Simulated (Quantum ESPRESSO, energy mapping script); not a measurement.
# Fe: energy mapping under PBEsol, QE, GBRV, part 2 of 2

Aim: the exchange couplings of Fe from the energies of a few collinear orders, and the ordering temperature that they give.

PBEsol; plane waves, collinear spin, no spin–orbit coupling.

So far. Step 6 (Run 5 (parallel; cell C, 3 atoms)): The run ends ferromagnetic. For each magnetic atom its energy differs from the parallel run of the first cell by -0.52 meV, an error that one common reference would have brought in. Step 7 (Order 6: uncompensated ++−, cell C of 3 atoms): The run ends ferrimagnetic, 205.96 meV a magnetic atom above the parallel order of its cell (energies taken at zero occupation width, not the printed F).

The database entry behind the starting cell differs from later determinations by our own check (an axis about 0.7 % long against later determinations), so it need not match the best structure at ambient conditions.

## (8) Order 7: parallel, cell D of 3 atoms

Level of this step: PBEsol, GBRV potentials (Quantum ESPRESSO).

A new cell needs its own zero of energy.

This run holds the same structure in another cell (b 4.081 → 2.499 Å, c 4.081 → 6.290 Å, α 120.0 → 97.6°, β 90.0 → 97.6°, γ 90.0 → 109.5°).

File pw.in:

```
&control
  calculation = 'scf'
  prefix = 'pw'
  outdir = './tmp/'
  pseudo_dir = './pseudo/'
  verbosity = 'low'
/
&system
  ibrav = 0
  nat = 3
  ntyp = 1
  ecutwfc = 45
  ecutrho = 360
  nbnd = 43
  occupations = 'smearing'
  smearing = 'fd'
  degauss = 0.00734986
  nspin = 2
  starting_magnetization(1) = 0.1750
/
&electrons
  conv_thr = 7.5e-09
  electron_maxstep = 120
  mixing_beta = 0.3
  mixing_mode = 'plain'
/
ATOMIC_SPECIES
  Fe 55.8450 Fe.upf
CELL_PARAMETERS angstrom
  -1.44300000 1.44300000 1.44300000
  1.44300000 -1.44300000 1.44300000
  4.32900000 4.32900000 -1.44300000
ATOMIC_POSITIONS crystal
  Fe 0.00000000 0.00000000 0.00000000
  Fe 0.66666667 0.66666667 0.33333333
  Fe 0.33333333 0.33333333 0.66666667
K_POINTS automatic
  16 16 16 0 0 0
```

The run is started by

```console
$ OMP_NUM_THREADS=1 mpirun -n 4 pw.x -nk 4 -in pw.in > pw.out
```

What it wrote:

```text
[banner, memory and clock lines left out]
Program PWSCF v.7.5 starts
[...]
unit-cell volume          =     243.3195 (a.u.)^3
     number of atoms/cell      =            3
[...]
number of electrons       =        48.00
     number of Kohn-Sham states=           43
     kinetic-energy cutoff     =      45.0000  Ry
     charge density cutoff     =     360.0000  Ry
[...]
internal energy E=F+TS    =    -750.57324212 Ry
     The total energy is F=E-TS. E is the sum of the following terms:
     one-electron contribution =    -355.65408462 Ry
     hartree contribution      =     204.25308222 Ry
     xc contribution           =     -86.69339553 Ry
     ewald contribution        =    -512.47884418 Ry
     total magnetization       =     7.10 Bohr mag/cell
     absolute magnetization    =     7.46 Bohr mag/cell
     convergence has been achieved in  12 iterations
[key lines of the parts left out:]
!    total energy              =    -750.58088822 Ry
the Fermi energy is    16.8108 ev
```

It took 6.2 min on 4 MPI ranks of Arm Neoverse V1, shared host; peak memory 1.3 GiB.

The run ends ferromagnetic. For each magnetic atom its energy differs from the parallel run of the first cell by -0.40 meV, an error that one common reference would have brought in.

## (9) Run 8 (uncompensated ++−; cell D, 3 atoms)

Reversing part of the moments probes the couplings between the two sets.

File pw.in:

```
&control
  calculation = 'scf'
  prefix = 'pw'
  outdir = './tmp/'
  pseudo_dir = './pseudo/'
  verbosity = 'low'
/
&system
  ibrav = 0
  nat = 3
  ntyp = 2
  ecutwfc = 45
  ecutrho = 360
  nbnd = 40
  occupations = 'smearing'
  smearing = 'fd'
  degauss = 0.00734986
  nspin = 2
  starting_magnetization(1) = 0.1750
  starting_magnetization(2) = -0.1750
/
&electrons
  conv_thr = 7.5e-09
  electron_maxstep = 120
  mixing_beta = 0.3
  mixing_mode = 'plain'
/
ATOMIC_SPECIES
  Fe1 55.8450 Fe.upf
  Fe2 55.8450 Fe.upf
CELL_PARAMETERS angstrom
  -1.44300000 1.44300000 1.44300000
  1.44300000 -1.44300000 1.44300000
  4.32900000 4.32900000 -1.44300000
ATOMIC_POSITIONS crystal
  Fe1 0.00000000 0.00000000 0.00000000
  Fe1 0.66666667 0.66666667 0.33333333
  Fe2 0.33333333 0.33333333 0.66666667
K_POINTS automatic
  16 16 16 0 0 0
```

What it wrote:

```text
Program PWSCF v.7.5 starts
[...]
unit-cell volume          =     243.3195 (a.u.)^3
     number of atoms/cell      =            3
[...]
number of electrons       =        48.00
     number of Kohn-Sham states=           40
     kinetic-energy cutoff     =      45.0000  Ry
     charge density cutoff     =     360.0000  Ry
     scf convergence threshold =      7.5E-09
[...]
Exchange-correlation= SLA  PW   PSX  PSC
[...]
total energy              =    -750.55334465 Ry
     estimated scf accuracy    <       0.00000025 Ry
     total magnetization       =     2.36 Bohr mag/cell
     absolute magnetization    =     7.20 Bohr mag/cell
     iteration # 13     ecut=    45.00 Ry     beta= 0.30
[...]
total energy              =    -750.55334471 Ry
     estimated scf accuracy    <       0.00000001 Ry
     total magnetization       =     2.36 Bohr mag/cell
     absolute magnetization    =     7.20 Bohr mag/cell
     iteration # 14     ecut=    45.00 Ry     beta= 0.30
```

Run time: 6.4 min. Hardware: 4 MPI ranks; peak memory 1.3 GiB.

The run was stopped unfinished when the time set aside for it ran out, so what it printed is not taken as a result.

## (10) The fit

Each energy difference is a sum of couplings weighted by the pairs that the order reverses. A few near shells are fitted to the differences by least squares. Energies are those extrapolated to zero occupation width, not the free energies F.

The orders that converged (zero: parallel moments in the same cell):

```
                      order  atoms  energy (meV a magnetic atom)  moments (μB)  moments kept as typed  opposed neighbours at 2.50, 2.89 Å
         parallel in cell A      2                          0.00          2.41                    yes                                0, 0
   compensated +− in cell A      2                        229.54          2.21                    yes                                4, 4
         parallel in cell B      2                          0.00          2.42                    yes                                0, 0
   compensated +− in cell B      2                        474.44          1.97                    yes                                8, 0
         parallel in cell C      3                          0.00          2.41                    yes                                0, 0
uncompensated ++− in cell C      3                        205.96  2.05 to 2.43                    yes                                4, 4
         parallel in cell D      3                          0.00          2.42                    yes                                0, 0
```

The Heisenberg fit (each pair counts twice, positive J is ferromagnetic):

| pair | distance (Å) | neighbours | J (meV) |
| --- | --- | --- | --- |
| Fe–Fe | 2.50 | 8 | 29.7 |
| Fe–Fe | 2.89 | 6 | -2.43 |

Adding the shell at 4.08 Å gives 30, -6.9 and 2.9 meV and a mean-field temperature of 1791 K, an exact solve that tests nothing.

The script's first fit took in one more shell; these couplings, and the temperatures drawn from them, were computed anew from the same energies.

Limits of this fit: moments change by up to 19 % between orders; 1 of the orders did not finish or lost their signs.

In mean field these couplings order at 1722 K, at q = 0 (the pattern repeats with the chemical cell).

## (11) Monte Carlo

Mean field ignores fluctuations and overstates the ordering temperature, so the model is also sampled. The heat capacity peaks where order sets in.

Classical unit spins with these couplings on 8×8×4 copies of a cell that holds the lowest order (512 spins), heat-bath sweeps, cooled from random directions, 300 sweeps to settle and 900 measured at each temperature.

```csv
T (K),order along the lowest pattern,net moment,heat capacity (k_B a spin)
207,0.95,0.95,0.99
384,0.90,0.90,1.04
562,0.84,0.84,1.22
740,0.78,0.78,1.41
917,0.70,0.70,1.61
1095,0.59,0.59,1.79
1184,0.52,0.52,2.32
1361,0.28,0.28,1.76
1539,0.15,0.15,0.66
1717,0.10,0.10,0.32
1894,0.09,0.09,0.28
```

The smoothed heat capacity peaks at 1211 K.

## (12) Against another level

The first set of orders, under PBE, QE, GBRV, took 81 min of CPU time summed over its finished orders (seed run apart), these 51 min.

The two sets resolve different shells, so couplings and temperatures are not set side by side. The lowest order is parallel here and parallel in the first set.

## (13) Summary of results

* lowest order tried: parallel
* largest fitted value, Fe–Fe at 2.50 Å: 29.7 meV
* ordering temperature, mean field: 1722 K
* heat-capacity peak, Monte Carlo: 1211 K

What this shows: Of the orders tried, Fe prefers parallel moments under PBEsol, QE, GBRV, and the heat capacity of the fitted model peaks near 1211 K (Monte Carlo, classical spins). The largest fitted coupling is the Fe–Fe pair at 2.50 Å, ferromagnetic at 30 meV. The orders also reverse pairs at 4.08, 4.79 and 5.00 Å, which are not fitted, so the fitted values hold their part too. With 3 differences for 2 couplings the fit misses by 12 meV at most, a small part of the spread. Taking in the shell at 4.08 Å as well gives 30, -6.9 and 2.9 meV and a mean-field temperature of 1791 K. The shorter fit, which has an equation to spare, is the one used. In the fitted orders moments change by up to 19 % against the parallel run of the same cell, so a model of fixed spins is doubtful here. Every order is gapless on its mesh at this level. In a metal exchange reaches farther, and a short model of fixed moments is less apt. Monte Carlo puts the peak at 0.70 of the mean-field temperature, since mean field leaves out fluctuations. In tests on simple cubic and body-centred models such peaks lay 5 to 6 % under the bulk value.

1 further run of the session is left out of this account and of its counts and ranges: runs hit by known faults of a program or its files, repeats, responses too ill-conditioned to give a U, cells squeezed past sense, harmless faults, or fits whose shells could not be counted again from the structure.

[Logs and program files are shortened in this print: banners, set-up blocks, solver, clock and traceback lines can be left out without a mark of their own.]

[Logs are printed without paths, hosts, clocks, repeated set-up lines and the standing remarks that a program may print on its own settings, such as how far it seeks lower states.]

[Hosts, paths, dates, database ids (printed as entryN), source tags and the programs' standing remarks are cut or masked in the printed files.]

[Where a cell is said to come from a database of computed structures, the database is the Materials Project.]
